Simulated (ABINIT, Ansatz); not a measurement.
# LiCNO (R3m): G0W0 with ABINIT, start to end, part 2 of 3

Wanted: ground state, empty states, screening and self-energy for LiCNO (R3m).

ABINIT 10.8.3; PBEsol and many-body steps on it, plane waves. Known limits of the many-body steps: not at the basis limit.

So far. Step 2 (Ground state): The gap is indirect, with the least direct gap 0.16 eV higher.

### Step 3. Bands along the symmetry lines

Level of this step: DFT, PBEsol, plane waves, norm-conserving pseudopotentials (ABINIT).

Levels along a band path, at the cheap level, show where the edges lie and whether the meshes to come will hold them.

Input file run.abi:

```
acell 3*1.0 Angstrom
rprim 
  1.643988180588 0.949157018607 4.762053928800
  -1.643988180588 0.949157018607 4.762053928800
  0.000000000000 -1.898314037214 4.762053928800
ntypat 4
znucl 3 6 7 8
natom 4
typat 1 2 3 4
xred 
  0.005259000000 0.005259000000 0.005259000000
  0.497462000000 0.497462000000 0.497462000000
  0.413960000000 0.413960000000 0.413960000000
  0.583333333333 0.583333333333 0.583333333333
pp_dirpath "pseudos"
pseudos "Li.upf, C.upf, N.upf, O.upf"
ecut 37
iscf -2
irdden 1
kptopt 0
nkpt 59
kpt 
  0.00000000 0.00000000 0.00000000
  0.06250000 0.06250000 0.06250000
  0.12500000 0.12500000 0.12500000
  0.18750000 0.18750000 0.18750000
  0.25000000 0.25000000 0.25000000
  0.31250000 0.31250000 0.31250000
  0.37500000 0.37500000 0.37500000
  0.43750000 0.43750000 0.43750000
  0.50000000 0.50000000 0.50000000
  0.53835607 0.46164393 0.50000000
  0.57671214 0.42328786 0.50000000
  0.61506821 0.38493179 0.50000000
  0.65342428 0.34657572 0.50000000
  0.69178035 0.30821965 0.50000000
  0.73013642 0.26986358 0.50000000
  0.76849249 0.23150751 0.50000000
  0.80684856 0.19315144 0.50000000
  0.50000000 -0.19315144 0.19315144
  0.50000000 -0.16900751 0.16900751
  0.50000000 -0.14486358 0.14486358
  0.50000000 -0.12071965 0.12071965
  0.50000000 -0.09657572 0.09657572
  0.50000000 -0.07243179 0.07243179
  0.50000000 -0.04828786 0.04828786
  0.50000000 -0.02414393 0.02414393
  0.50000000 0.00000000 0.00000000
  0.43750000 0.00000000 0.00000000
  0.37500000 0.00000000 0.00000000
  0.31250000 0.00000000 0.00000000
  0.25000000 0.00000000 0.00000000
  0.18750000 0.00000000 0.00000000
  0.12500000 0.00000000 0.00000000
  0.06250000 0.00000000 0.00000000
  0.00000000 0.00000000 0.00000000
  0.04332196 -0.04332196 0.00000000
  0.08664393 -0.08664393 0.00000000
  0.12996589 -0.12996589 0.00000000
  0.17328786 -0.17328786 0.00000000
  0.21660982 -0.21660982 0.00000000
  0.25993179 -0.25993179 0.00000000
  0.30325375 -0.30325375 0.00000000
  0.34657572 -0.34657572 0.00000000
  0.65342428 0.00000000 0.34657572
  0.63424624 0.00000000 0.36575375
  0.61506821 0.00000000 0.38493179
  0.59589017 0.00000000 0.40410982
  0.57671214 0.00000000 0.42328786
  0.55753411 0.00000000 0.44246589
  0.53835607 0.00000000 0.46164393
  0.51917803 0.00000000 0.48082196
  0.50000000 0.00000000 0.50000000
  0.43750000 0.00000000 0.43750000
  0.37500000 0.00000000 0.37500000
  0.31250000 0.00000000 0.31250000
  0.25000000 0.00000000 0.25000000
  0.18750000 0.00000000 0.18750000
  0.12500000 0.00000000 0.12500000
  0.06250000 0.00000000 0.06250000
  0.00000000 0.00000000 0.00000000
istwfk *1
nband 16
nbdbuf 2
tolwfr 1e-08
nstep 40
prtwf 0
prtvol 0
indata_prefix "in"
outdata_prefix "out"
tmpdata_prefix "tmp"
```

Launch:

```bash
$ OMP_NUM_THREADS=1 mpirun -n 4 abinit run.abi > log
```

Numbers of over 12 decimals in the logs are rounded to 6 here.

The log of the run:

```text
.Version 10.8.3 of ABINIT. v10.8.2 released Aug 2026.

 Symmetries : space group R3 m (#160); Bravais hR (rhombohedral)
[... echo of the input left out ...]
== DATASET  1 ==================================================================
-   mpi_nproc: 4, omp_nthreads: 1 (-1 if OMP is not activated)

--- !DatasetInfo
iteration_state: {dtset: 1, }
dimensions: {natom: 4, nkpt: 59, mband: 16, nsppol: 1, nspinor: 1, nspden: 1, mpw: 3276, }
cutoff_energies: {ecut:  37.0, pawecutdg:  -1.0, }
electrons: {nelect:   1.80000000E+01, charge:   0.00000000E+00, occopt:   1.00000000E+00, tsmear:   1.00000000E-02, }

 Real(R)+Recip(G) space primitive vectors, cartesian coordinates (Bohr,Bohr^-1):
 R(1)=  3.1066874  1.7936468  8.9989777  G(1)=  0.1609431  0.0929206  0.0370412
 R(2)= -3.1066874  1.7936468  8.9989777  G(2)= -0.1609431  0.0929206  0.0370412
 R(3)=  0.0000000 -3.5872936  8.9989777  G(3)=  0.0000000 -0.1858411  0.0370412
 Unit cell volume ucvol=  3.0087002E+02 bohr^3
 Angles (23,13,12)=  3.74088131E+01  3.74088131E+01  3.74088131E+01 degrees

 getcut: wavevector=  0.0000  0.0000  0.0000  ngfft=  54  54  54
         ecut(hartree)=     37.000   => boxcut(ratio)=   2.03673

--- Pseudopotential description ------------------------------------------------
- Li Generated using ONCVPSP code by D. R. Hamann
-  3.00000   3.00000  180301                  znucl, zion, pspdat
12 -116133 1 -1 1944                          pspcod,pspxc,lmax,lloc,mmax
     nproj     2     2     0
  pspatm : epsatm=    2.60875052
         --- l  ekb(1:nproj) -->
             0   -4.855856   -1.482423
             1   -2.171544   -0.427615
 pspatm: atomic psp has been read  and splines computed

- C Generated using ONCVPSP code by D. R. Hamann
-  6.00000   4.00000  180301                  znucl, zion, pspdat
12 -116133 1 -1 1248                          pspcod,pspxc,lmax,lloc,mmax
     nproj     2     2     0
  pspatm : epsatm=    4.34909242
         --- l  ekb(1:nproj) -->
             0    6.468939    0.390031
[...]
pspatm: atomic psp has been read  and splines computed

- N Generated using ONCVPSP code by D. R. Hamann
-  7.00000   5.00000  180301                  znucl, zion, pspdat
12 -116133 1 -1 1058                          pspcod,pspxc,lmax,lloc,mmax
     nproj     2     2     0
  pspatm : epsatm=    5.26508482
         --- l  ekb(1:nproj) -->
[...]
pspatm: atomic psp has been read  and splines computed

- O Generated using ONCVPSP code by D. R. Hamann
-  8.00000   6.00000  180301                  znucl, zion, pspdat
12 -116133 2 -1 936                           pspcod,pspxc,lmax,lloc,mmax
     nproj     2     2     1
  pspatm : epsatm=    6.22910120
         --- l  ekb(1:nproj) -->
[...]
2   -1.335834
 pspatm: atomic psp has been read  and splines computed

[...]
Non-SCF case, kpt    3 (  0.12500  0.12500  0.12500), residuals and eigenvalues=
[...]
3.4091E-01  4.7874E-01  5.2078E-01  5.4104E-01
[...]
Non-SCF case, kpt   58 (  0.06250  0.00000  0.06250), residuals and eigenvalues=
[...]
Non-SCF case, kpt   59 (  0.00000  0.00000  0.00000), residuals and eigenvalues=
[...]
-1.5671E+00 -7.7135E-01 -5.9935E-01 -2.7050E-01 -1.4492E-01 -1.4492E-01
 -1.2350E-01 -8.3732E-03 -8.3732E-03  1.6877E-01  2.8662E-01  2.8662E-01
[...]
--- !ResultsGS
iteration_state: {dtset: 1, }
comment   : Summary of ground state results
lattice_vectors:
- [  3.1066874,   1.7936468,   8.9989777, ]
- [ -3.1066874,   1.7936468,   8.9989777, ]
- [  0.0000000,  -3.5872936,   8.9989777, ]
lattice_lengths: [   9.68764,    9.68764,    9.68764, ]
lattice_angles: [ 37.409,  37.409,  37.409, ] # degrees, (23, 13, 12)
lattice_volume:   3.0087002E+02
convergence: {deltae:  0.000E+00, res2:  0.000E+00, residm:  9.946E-09, diffor:  0.000E+00, }
etotal    :  -4.00422964E+01
entropy   :   0.00000000E+00
fermie    :  -2.63743554E-03
cartesian_stress_tensor: null
pressure_GPa: null
xred      :
- [  5.2590E-03,   5.2590E-03,   5.2590E-03, Li]
- [  4.9746E-01,   4.9746E-01,   4.9746E-01,  C]
- [  4.1396E-01,   4.1396E-01,   4.1396E-01,  N]
- [  5.8333E-01,   5.8333E-01,   5.8333E-01,  O]
cartesian_forces: null
force_length_stats: {min: null, max: null, mean: null, }

 Integrated electronic density in atomic spheres:
 ------------------------------------------------
 Atom  Sphere_radius  Integrated_density
[...]
================================================================================

 ----iterations are completed or convergence reached----

 Mean square residual over all n,k,spin=   51.347E-10; max=  99.459E-10
 reduced coordinates (array xred) for    4 atoms
[...]
0.413960000000      0.413960000000      0.413960000000
       0.583333333333      0.583333333333      0.583333333333

 cartesian coordinates (angstrom) at end:
[...]
3     -0.000000    -0.000000     5.913900
    4     -0.000000    -0.000000     8.333594
 length scales=  1.889726125908  1.889726125908  1.889726125908 bohr
              =  1.000000000000  1.000000000000  1.000000000000 angstroms
 prteigrs : about to open file out_EIG
 Eigenvalues (hartree) for nkpt=  59  k points:
 kpt#   1, nband= 16, wtk=  1.00000, kpt=  0.0000  0.0000  0.0000 (reduced coord)
[...]
kpt#   2, nband= 16, wtk=  1.00000, kpt=  0.0625  0.0625  0.0625 (reduced coord)
[...]
kpt#   3, nband= 16, wtk=  1.00000, kpt=  0.1250  0.1250  0.1250 (reduced coord)
[...]
kpt#  58, nband= 16, wtk=  1.00000, kpt=  0.0625  0.0000  0.0625 (reduced coord)
[...]
kpt#  59, nband= 16, wtk=  1.00000, kpt=  0.0000  0.0000  0.0000 (reduced coord)
  -1.56708   -0.77135   -0.59935   -0.27050   -0.14492   -0.14492   -0.12350   -0.00837
  -0.00837    0.16877    0.28662    0.28662    0.33939    0.47962    0.51963    0.55135

== END DATASET(S) ==============================================================
================================================================================

 -outvars: echo values of variables after computation  --------
            nband          16
             nkpt          59
          spgroup         160
 [... the other variables as echoed above ...]

 Calculation completed.
```

Elapsed: 21 s, on 4 MPI ranks of Intel Xeon 6975P-C (Granite Rapids), shared host; peak memory 0.39 GiB.

Numbers from this step:

```yaml
gap: 4.664 eV
k_of_the_valence_top: 0.5, 0.5, 0.5
k_of_the_conduction_bottom: 0, 0, 0
least_direct_gap: 4.820 eV
```

The gap is 4.664 eV, as in the run before at this level.

Electronic bands along the path, in eV, zero at the top of the highest filled band:

```csv
point,band 6,band 7,band 8,band 9,band 10,band 11,band 12,band 13
Γ,-3.87,-3.29,-0.16,-0.16,4.66,7.87,7.87,9.31
halfway,-3.90,-3.64,-0.08,-0.08,4.84,7.78,7.78,9.50
T,-3.93,-3.93,0.00,0.00,5.00,7.68,7.68,9.95
halfway,-4.24,-3.83,-0.83,-0.28,6.17,7.21,7.55,10.90
H2,-5.04,-3.48,-1.40,-1.05,6.08,6.40,10.62,10.96
jump to H0,-5.04,-3.48,-1.40,-1.05,6.08,6.40,10.62,10.96
halfway,-4.62,-3.31,-1.50,-1.05,5.78,7.15,8.79,11.31
L,-4.18,-3.28,-1.66,-0.73,5.63,7.76,7.79,11.40
halfway,-4.03,-3.25,-1.03,-0.45,6.18,6.89,7.81,10.82
Γ,-3.87,-3.29,-0.16,-0.16,4.66,7.87,7.87,9.31
halfway,-4.24,-3.21,-1.28,-0.57,6.54,7.05,7.49,11.26
S0,-5.09,-3.43,-1.45,-1.07,6.03,6.48,10.41,10.94
jump to S2,-5.09,-3.43,-1.45,-1.07,6.03,6.48,10.41,10.94
halfway,-4.61,-3.53,-1.72,-0.50,6.05,6.52,9.53,11.09
F,-4.35,-3.58,-1.82,-0.22,5.95,6.77,8.74,11.13
halfway,-4.11,-3.38,-1.17,-0.20,6.48,7.05,7.31,10.65
Γ,-3.87,-3.29,-0.16,-0.16,4.66,7.87,7.87,9.31
```

### Step 4. Empty states on the mesh, 4×4×4 mesh, 53 bands

The sums over transitions need many empty states on a uniform mesh; this step solves for them.

Input file run.abi:

```
acell 3*1.0 Angstrom
rprim 
  1.643988180588 0.949157018607 4.762053928800
  -1.643988180588 0.949157018607 4.762053928800
  0.000000000000 -1.898314037214 4.762053928800
ntypat 4
znucl 3 6 7 8
natom 4
typat 1 2 3 4
xred 
  0.005259000000 0.005259000000 0.005259000000
  0.497462000000 0.497462000000 0.497462000000
  0.413960000000 0.413960000000 0.413960000000
  0.583333333333 0.583333333333 0.583333333333
pp_dirpath "pseudos"
pseudos "Li.upf, C.upf, N.upf, O.upf"
ecut 37
ngkpt 4 4 4
nshiftk 1
shiftk 0 0 0
kptopt 1
chksymbreak 0
iscf -2
irdden 1
istwfk *1
nband 53
nbdbuf 4
tolwfr 1e-09
nstep 60
prtvol 0
indata_prefix "in"
outdata_prefix "out"
tmpdata_prefix "tmp"
```

The log of the run:

```text
.Version 10.8.3 of ABINIT. v10.8.2 released Aug 2026.

 Symmetries : space group R3 m (#160); Bravais hR (rhombohedral)
[... echo of the input left out ...]
== DATASET  1 ==================================================================
-   mpi_nproc: 4, omp_nthreads: 1 (-1 if OMP is not activated)

--- !DatasetInfo
iteration_state: {dtset: 1, }
dimensions: {natom: 4, nkpt: 13, mband: 53, nsppol: 1, nspinor: 1, nspden: 1, mpw: 3276, }
cutoff_energies: {ecut:  37.0, pawecutdg:  -1.0, }
electrons: {nelect:   1.80000000E+01, charge:   0.00000000E+00, occopt:   1.00000000E+00, tsmear:   1.00000000E-02, }

 Real(R)+Recip(G) space primitive vectors, cartesian coordinates (Bohr,Bohr^-1):
 R(1)=  3.1066874  1.7936468  8.9989777  G(1)=  0.1609431  0.0929206  0.0370412
 R(2)= -3.1066874  1.7936468  8.9989777  G(2)= -0.1609431  0.0929206  0.0370412
 R(3)=  0.0000000 -3.5872936  8.9989777  G(3)=  0.0000000 -0.1858411  0.0370412
 Unit cell volume ucvol=  3.0087002E+02 bohr^3
 Angles (23,13,12)=  3.74088131E+01  3.74088131E+01  3.74088131E+01 degrees

 getcut: wavevector=  0.0000  0.0000  0.0000  ngfft=  54  54  54
         ecut(hartree)=     37.000   => boxcut(ratio)=   2.03673

--- Pseudopotential description ------------------------------------------------
- Li Generated using ONCVPSP code by D. R. Hamann
-  3.00000   3.00000  180301                  znucl, zion, pspdat
12 -116133 1 -1 1944                          pspcod,pspxc,lmax,lloc,mmax
     nproj     2     2     0
  pspatm : epsatm=    2.60875052
         --- l  ekb(1:nproj) -->
             0   -4.855856   -1.482423
             1   -2.171544   -0.427615
 pspatm: atomic psp has been read  and splines computed

- C Generated using ONCVPSP code by D. R. Hamann
-  6.00000   4.00000  180301                  znucl, zion, pspdat
12 -116133 1 -1 1248                          pspcod,pspxc,lmax,lloc,mmax
     nproj     2     2     0
  pspatm : epsatm=    4.34909242
         --- l  ekb(1:nproj) -->
             0    6.468939    0.390031
[...]
pspatm: atomic psp has been read  and splines computed

- N Generated using ONCVPSP code by D. R. Hamann
-  7.00000   5.00000  180301                  znucl, zion, pspdat
12 -116133 1 -1 1058                          pspcod,pspxc,lmax,lloc,mmax
     nproj     2     2     0
  pspatm : epsatm=    5.26508482
         --- l  ekb(1:nproj) -->
[...]
pspatm: atomic psp has been read  and splines computed

- O Generated using ONCVPSP code by D. R. Hamann
-  8.00000   6.00000  180301                  znucl, zion, pspdat
12 -116133 2 -1 936                           pspcod,pspxc,lmax,lloc,mmax
     nproj     2     2     1
  pspatm : epsatm=    6.22910120
         --- l  ekb(1:nproj) -->
[...]
2   -1.335834
 pspatm: atomic psp has been read  and splines computed

[...]
6.34E-11  5.63E-10  9.08E-10  5.89E-11  6.17E-11  6.50E-10  9.03E-11  6.04E-11
  9.63E-10  5.34E-10  1.18E-10  8.34E-10  1.78E-10  8.08E-10  5.48E-10  1.25E-10
  3.60E-10  1.91E-10  7.40E-10  3.54E-10  2.96E-10  9.96E-10  1.55E-10  2.00E-10
[...]
6.05E-10  2.25E-07  1.71E-06  3.35E-05  2.94E-07
 -1.5671E+00 -7.7135E-01 -5.9935E-01 -2.7050E-01 -1.4492E-01 -1.4492E-01
 -1.2350E-01 -8.3732E-03 -8.3732E-03  1.6877E-01  2.8662E-01  2.8662E-01
  3.3939E-01  4.7962E-01  5.1960E-01  5.5135E-01  5.5135E-01  5.8935E-01
[...]
1.4731E+00  1.4873E+00  1.4873E+00  1.7117E+00  1.7155E+00  1.7155E+00
  1.7461E+00  1.7461E+00  1.8227E+00  1.8227E+00  1.8376E+00  1.8418E+00
  1.9160E+00  1.9160E+00  1.9330E+00  1.9678E+00  1.9764E+00
 prteigrs : prtvol=0 or 1, do not print more k-points.

--- !ResultsGS
iteration_state: {dtset: 1, }
comment   : Summary of ground state results
lattice_vectors:
- [  3.1066874,   1.7936468,   8.9989777, ]
- [ -3.1066874,   1.7936468,   8.9989777, ]
- [  0.0000000,  -3.5872936,   8.9989777, ]
lattice_lengths: [   9.68764,    9.68764,    9.68764, ]
lattice_angles: [ 37.409,  37.409,  37.409, ] # degrees, (23, 13, 12)
lattice_volume:   3.0087002E+02
convergence: {deltae:  0.000E+00, res2:  0.000E+00, residm:  9.961E-10, diffor:  0.000E+00, }
etotal    :  -4.00422964E+01
entropy   :   0.00000000E+00
fermie    :  -2.63743554E-03
cartesian_stress_tensor: null
pressure_GPa: null
xred      :
- [  5.2590E-03,   5.2590E-03,   5.2590E-03, Li]
- [  4.9746E-01,   4.9746E-01,   4.9746E-01,  C]
- [  4.1396E-01,   4.1396E-01,   4.1396E-01,  N]
- [  5.8333E-01,   5.8333E-01,   5.8333E-01,  O]
cartesian_forces: null
force_length_stats: {min: null, max: null, mean: null, }

 Integrated electronic density in atomic spheres:
 ------------------------------------------------
 Atom  Sphere_radius  Integrated_density
[...]
================================================================================

 ----iterations are completed or convergence reached----

 Mean square residual over all n,k,spin=   43.290E-11; max=  99.613E-11
 reduced coordinates (array xred) for    4 atoms
[...]
0.413960000000      0.413960000000      0.413960000000
       0.583333333333      0.583333333333      0.583333333333

 cartesian coordinates (angstrom) at end:
    1      0.000000    -0.000000     0.075131
    2     -0.000000     0.000000     7.106823
    3     -0.000000    -0.000000     5.913900
    4     -0.000000    -0.000000     8.333594
 length scales=  1.889726125908  1.889726125908  1.889726125908 bohr
              =  1.000000000000  1.000000000000  1.000000000000 angstroms
 prteigrs : about to open file out_EIG
 Eigenvalues (hartree) for nkpt=  13  k points:
 kpt#   1, nband= 53, wtk=  0.01563, kpt=  0.0000  0.0000  0.0000 (reduced coord)
[...]
1.20739    1.26803    1.26803    1.42082    1.47306    1.48725    1.48725    1.71173
   1.71552    1.71552    1.74611    1.74611    1.82271    1.82271    1.83757    1.84177
   1.91600    1.91600    1.93297    1.96778    1.97636
 prteigrs : prtvol=0 or 1, do not print more k-points.

== END DATASET(S) ==============================================================
================================================================================

 -outvars: echo values of variables after computation  --------
            nband          53
             nkpt          13
          spgroup         160
 [... the other variables as echoed above ...]

 Calculation completed.
```

It took 22 s on 4 MPI ranks; peak memory 0.39 GiB.

This step gave:

- gap: 4.664 eV
- k of the valence top: 0.5, 0.5, 0.5
- k of the conduction bottom: 0, 0, 0
- least direct gap: 4.820 eV
- k points computed: 13
- lowest point of the top converged band, above the valence top: 48.04 eV

On this mesh the gap is 4.664 eV.

### Step 5. Screening, 4×4×4 mesh, 49 bands, screening to 119.7 eV

The RPA dielectric matrix is built and inverted for each q.

This step: RPA screening on PBEsol, plane waves, norm-conserving pseudopotentials.

run.abi: that of step 4 with these lines changed.

```diff
@@ -22,10 +22,11 @@
 chksymbreak 0
-iscf -2
-irdden 1
 istwfk *1
-nband 53
-nbdbuf 4
-tolwfr 1e-09
-nstep 60
-prtvol 0
+occopt 1
+irdwfk 1
+optdriver 3
+nband 49
+ecuteps 4.4
+inclvkb 2
+awtr 1
+symchi 1
 indata_prefix "in"
```

The log of the run:

```text
.Version 10.8.3 of ABINIT. v10.8.2 released Aug 2026.

 Symmetries : space group R3 m (#160); Bravais hR (rhombohedral)
[... echo of the input left out ...]
== DATASET  1 ==================================================================
-   mpi_nproc: 4, omp_nthreads: 1 (-1 if OMP is not activated)

--- !DatasetInfo
iteration_state: {dtset: 1, }
dimensions: {natom: 4, nkpt: 13, mband: 49, nsppol: 1, nspinor: 1, nspden: 1, mpw: 3276, }
cutoff_energies: {ecut:  37.0, pawecutdg:  -1.0, }
electrons: {nelect:   1.80000000E+01, charge:   0.00000000E+00, occopt:   1.00000000E+00, tsmear:   1.00000000E-02, }

 SCREENING: Calculation of the susceptibility and dielectric matrices

 Based on a program developped by R.W. Godby, V. Olevano, G. Onida, and L. Reining.
 Incorporated in ABINIT by V. Olevano, G.-M. Rignanese, and M. Torrent.
.Using double precision arithmetic ; gwpc =  8

[... cell and pseudopotentials left out ...]
--------------------------------------------------------------------------------

 ==== K-mesh for the wavefunctions ====
 Number of points in the irreducible wedge :    13
[... list of points left out ...]
 Together with  6 symmetry operations and time-reversal symmetry
 yields    64 points in the full Brillouin Zone.

 ==== Q-mesh for the screening function ====
 Number of points in the irreducible wedge :    13
[... list of points left out ...]
 Together with  6 symmetry operations and time-reversal symmetry
 yields    64 points in the full Brillouin Zone.

 setmesh: FFT mesh size selected  =    36x   36x   36
          total number of points  =        46656

 vcoul_init : cutoff-mode = AUXILIARY_FUNCTION
 q-points for optical limit:   1
     1)      0.000010    0.000020    0.000030

- screening: taking advantage of time-reversal symmetry
- Maximum band index for partially occupied states nbvw = 9
- Remaining bands to be divided among processors   nbcw = 40
- Number of bands treated by each node ~10

 Number of electrons calculated from density =   18.0000; Expected =   18.0000
 average of density, n =  0.059826
 r_s =    1.5861
 omega_plasma =   23.5940 [eV]

 calculating chi0 at frequencies [eV] :
  1    0.000000E+00    0.000000E+00
  2    0.000000E+00    2.359404E+01

--------------------------------------------------------------------------------
  q-point number  1        q = ( 0.000000, 0.000000, 0.000000) [r.l.u.]
--------------------------------------------------------------------------------
[... chi0 elements left out ...]
 For q-point:  0.000010 0.000020 0.000030
  dielectric constant =   2.3887
  dielectric constant without local fields =   3.0663

  Average fulfillment of the sum rule on Im[epsilon] for q-point    1 :     53.97  [%]
[... wings left out ...]
  q-point number  2        q = ( 0.250000, 0.000000, 0.000000) [r.l.u.]
--------------------------------------------------------------------------------
[... chi0 elements left out ...]
  Average fulfillment of the sum rule on Im[epsilon] for q-point    2 :     63.68  [%]

 [... 11 further q-points ...]
```

Run time: 26 s. Hardware: 4 MPI ranks; peak memory 1.1 GiB.

Numbers from this step:

```
ε∞ with local fields, on this mesh, along the program's q direction : 2.389
the same without local fields                                       : 3.066
plasma frequency                                                    : 23.59 eV
plane waves in the screening matrix                                 : 129
```

Local fields lower ε∞ by 22 %.

(Continued in part 3 of 3.)

[Paths, hosts, dates, memory and timing lines, banners, echoed tables and standing remarks are left out of the program output.]

[Logs are printed without paths, hosts, clocks, repeated set-up lines and the standing remarks that a program may print on its own settings, such as how far it seeks lower states.]

[Runs of the session that timed out or met a known fault of the program may be left out.]

[Hosts, paths, dates, database ids (printed as entryN), source tags and the programs' standing remarks are cut or masked in the printed files.]

[G0W0 gaps are taken among the corrected bands and points alone; a level outside them can change the order at an edge.]

[Where Ansatz stands beside ABINIT at settings called matched, ABINIT's density can come from a denser mesh and the files from another edition; pairs whose starting gaps differed by over 0.03 eV were left out, so agreement reads better than it is.]
